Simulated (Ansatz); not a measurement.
# AgO (F-43m): a soft mode frozen in, part 3 of 3

Aim: this structure of AgO (F-43m) is to be tested for unstable modes, and one is followed downhill.

Ansatz 0.2.0; DFT PBEsol, scalar-relativistic, plane waves, PAW; PAW set soft_1.

So far. Step 4 (The mode frozen in, largest atomic shift 0.22 Å): The run ends at a pressure of -1.98 GPa, with forces up to 0.41 eV/Å. Step 5 (Energy along the mode, all amplitudes (two of the runs …): The lowest step is at 0.22 Å, 5.24 meV/atom below the parent, and the energy rises beyond it.

## (6) Relaxation from the frozen mode (continued)

The steps of the relaxation (22 of 44):

```csv
step,energy less that of the first step (eV),largest force component (eV/Å),pressure (GPa),volume (Å³)
1,0.0000,0.4066,-1.98,121.29
3,-0.1935,0.4144,1.22,115.06
5,-0.2857,0.3933,0.34,114.49
7,-0.3211,0.0657,-0.03,115.16
9,-0.3300,0.0376,0.16,115.06
11,-0.3688,0.2470,-0.50,113.60
13,-0.5237,0.2892,-1.15,108.56
15,-0.6482,0.5939,0.97,99.54
17,-0.7236,0.5547,-0.62,101.09
19,-0.9172,0.5768,-0.17,101.19
21,-1.2632,0.2225,-0.22,102.45
24,-1.4658,0.2094,-1.47,107.27
26,-1.5998,0.1837,-0.08,102.68
28,-1.6884,0.1474,0.15,99.51
30,-1.6969,0.0977,-1.61,99.75
32,-1.7203,0.0053,0.01,99.58
34,-1.7203,0.0002,0.00,99.60
36,-1.9419,0.0253,1.54,98.69
38,-1.9675,0.0091,0.07,99.09
40,-1.9674,0.0011,0.01,99.14
42,-1.9726,0.0013,0.05,99.04
44*,-1.9725,0.0003,0.00,99.06
```

Relaxation steps marked * repeat the geometry before them on a plane-wave basis chosen anew for their cell, so energy and pressure can jump there. Other such steps can lie between the rows shown. Relaxation steps 16, 30 were tried and not accepted.

The run keeps the 4 symmetry operations that the program found, so distortions that break them were not tested.

```csv
cell as run,before,after,change
a (Å),3.500,4.392,+25.5 %
b (Å),4.950,3.428,-30.7 %
c (Å),7.000,6.580,-6.0 %
volume (Å³/atom),15.16,12.38,-18.3 %
```

The atoms that moved most (Å, as changes of fractional coordinates times the final cell):

```csv
atom,dx,dy,dz,length
O7,-0.776,0.000,0.000,0.776
Ag3,0.575,0.000,0.000,0.575
O6,-0.429,0.146,-0.146,0.476
O5,-0.429,-0.146,0.146,0.476
Ag2,0.429,-0.100,0.100,0.451
Ag1,0.429,0.100,-0.100,0.451
Ag4,0.282,0.000,0.000,0.282
O8,-0.081,0.000,0.000,0.081
```

Read from the output:

- pressure: -0.001600 GPa
- volume per atom: 12.38 Å³

The distorted start has space group Pmm2; the relaxation ends in Pmma.

## (7) The new phase in its own primitive cell

The relaxed structure is symmetrised, reduced to its primitive cell and relaxed tightly, as its phonons need.

Input file input.yaml:

```yaml
crystal:
  lattice:
    - [6.5796769955, 0.0, 0.0]
    - [0.0, 4.3921136899, 0.0]
    - [0.0, 0.0, 3.4279956555]
  atoms:
    - { symbol: Ag, position: [0.0, 0.0, 0.0] }
    - { symbol: Ag, position: [0.5, 0.0, 0.0] }
    - { symbol: Ag, position: [0.25, 0.5, 0.4985201725] }
    - { symbol: Ag, position: [0.75, 0.5, 0.5014798275] }
    - { symbol: O, position: [0.0, 0.5, 0.0] }
    - { symbol: O, position: [0.5, 0.5, 0.0] }
    - { symbol: O, position: [0.25, 0.0, 0.3744639945] }
    - { symbol: O, position: [0.75, 0.0, 0.6255360055] }
kpoints:
  mp_grid: { grid: [6, 8, 10] }
hamiltonian:
  xc: pbesol
  pseudopotentials: { kind: paw, azcp: { folder: soft_1 }, xc_functional: pbe }
scf:
  occupations: { method: methfessel_paxton, width: 0.2 }
output:
  forces: true
  stress: true
  eigenvalues: true
relax:
  adjacent_minimum: "off"
  f_tol: 0.001
  max_steps: 60
  cell: { stress_tol: 0.01 }
```

On the command line:

```bash
$ ansatz run input.yaml --threads 4 --pin off --max-ram 10240MiB --backend cpu --events-out ev --progress --plain --runs-dir out
```

Standard output:

```text
[...]
Crystal: 8 atoms, lattice volume = 99.065 Å³
Basis set: ecut = 420 eV, 1965 PW (Γ), exchange–correlation on 90×60×48 points (8 copies of the dense FFT grid, shifted against one another)
Bands: 60, of which v1, the nominal top of the filled ones, is band 50 counted from 1 (49 counted from 0)
Symmetry: 8 space group operations
[...]
k-points: 120 of 480
[...]
- [6.593944, 0, 0]
    - [0, 4.364813, 3.175722e-19]
    - [0, 2.478615e-19, 3.453769]
  atoms:
    - { symbol: Ag, position: [0, 0, 0] }
    - { symbol: Ag, position: [0.5, 0, 0] }
    - { symbol: Ag, position: [0.25, 0.5, 0.499057] }
    - { symbol: Ag, position: [0.75, 0.5, 0.500943] }
    - { symbol: O, position: [0, 0.5, 0] }
    - { symbol: O, position: [0.5, 0.5, 0] }
    - { symbol: O, position: [0.25, -2.375301e-19, 0.368982] }
    - { symbol: O, position: [0.75, 2.375301e-19, 0.631018] }
[key lines of the parts left out:]
SCF converged after 6 iterations
Free energy (F): -32322.541273 eV
Fermi energy:    13.067304 eV
P = ⅓ Tr σ = -0.0012 GPa (-0.012 kbar)
```

Run time: 92 s. Hardware: 4 threads of Arm Neoverse V1, shared host; peak memory 0.79 GiB.

The steps of the relaxation:

```csv
step,energy less that of the first step (eV),largest force component (eV/Å),pressure (GPa),volume (Å³)
1,0.0000,0.0400,-0.01,99.06
2,-0.0006,0.0296,-0.12,99.21
3,-0.0006,0.0541,0.85,98.97
4,-0.0014,0.0030,-0.09,99.40
5,-0.0015,0.0016,-0.01,99.38
6,-0.0015,0.0004,0.00,99.38
7*,-0.0023,0.0004,0.02,99.38
8,-0.0022,0.0006,0.00,99.40
9*,-0.0023,0.0006,0.00,99.40
```

Relaxation steps marked * repeat the geometry before them on a plane-wave basis chosen anew for their cell, so energy and pressure can jump there. Relaxation step 3 was tried and not accepted.

The run keeps the 8 symmetry operations that the program found, so distortions that break them were not tested.

```csv
"conventional cell, symmetrised",before,after,change
a (Å),6.580,6.594,+0.2 %
b (Å),4.392,4.365,-0.6 %
c (Å),3.428,3.454,+0.8 %
volume (Å³/atom),12.38,12.43,+0.3 %
```

The atoms that moved most (Å, as changes of fractional coordinates times the final cell):

```csv
atom,dx,dy,dz,length
O7,0.000,0.000,-0.019,0.019
O8,0.000,0.000,0.019,0.019
```

Final coordinates:

```xyz
8
Lattice="6.5939 0.0000 0.0000 0.0000 4.3648 0.0000 0.0000 0.0000 3.4538" Properties=species:S:1:pos:R:3 pbc="T T T"
Ag    0.0000    0.0000    0.0000
Ag    3.2970    0.0000    0.0000
Ag    1.6485    2.1824    1.7236
Ag    4.9455    2.1824    1.7301
O     0.0000    2.1824    0.0000
O     3.2970    2.1824    0.0000
O     1.6485    0.0000    1.2744
O     4.9455    0.0000    2.1794
```

This step gave:

```
pressure        : -0.001227 GPa
volume per atom : 12.43 Å³
```

The largest force component left is 0.57 meV/Å and the pressure is -0.001 GPa, within the tolerances set. The cell now holds 12.43 Å³/atom.

## (8) The phases reached

The phases reached along the modes that were followed are set side by side.

Energies are those of the first relaxation, on the mesh of the frozen mode; space group, volume and gap are those of the last relaxation. Phases, by row:

```csv
mode frozen in,space group,energy from parent (meV/atom),volume (Å³/atom),gap on mesh (eV),lowest zone-centre optical mode (cm⁻¹),largest shift (Å)
parent,F-43m,0,15.16,0,–,–
"q = (0.25, -0.5, -0.25), 72i cm⁻¹",I-42m,-75.51,13.75,0,-46.5,0.711
"q = (0, 0.25, -0.25), 58i cm⁻¹",Pmma,-251.6,12.43,0,–,0.859
```

## (9) Summary of results

```yaml
unstable_mode_of_the_parent: q = (0, 0.25, -0.25), 58i cm⁻¹
depth_at_the_lowest_point_sampled: 5.24 meV/atom
largest_atomic_shift_at_that_point: 0.22 Å
space_group_reached: Pmma
energy_gained_over_the_parent_first_relaxation_on_the_mesh_of_the_frozen_mode: 252 meV/atom
volume_per_atom_phase_reached: 12.4 Å³
```

Along this mode the structure falls into Pmma, 252 meV/atom below the parent. At the parent's cell the well is 5.243 meV/atom deep on the steps tried, with its lowest point at a shift of 0.22 Å. Relaxing atoms and cell changes the gain by +246.37 meV/atom against the lowest step (energies at zero smearing). Most of the total comes from this relaxation. The modes of the phase reached were not computed. Of the 2 patterns followed from this parent, this one reaches the lowest energy. Each path keeps the symmetry of its pattern, so a lower phase may lie along a pattern not tried. With no gap, or one that is small against the smearing, the frequencies hang on the k mesh and the smearing, most of all near Kohn anomalies. The phonon runs are without spin polarisation, although the cell has an odd electron count. The volume moved by more than a tenth on the k mesh of the start, so the energy gain is rough. The PAW files were made for PBE and serve the other functionals too.

[Long decimals in the printed logs are rounded to 6 places.]

[Logs are printed without paths, hosts, clocks, repeated set-up lines and the standing remarks that a program may print on its own settings, such as how far it seeks lower states.]

[Hosts, paths, dates, database ids (printed as entryN), source tags and the programs' standing remarks are cut or masked in the printed files.]

[Where the starting crystal was built by hand or by swapping elements, it need not be the compound's stable phase.]
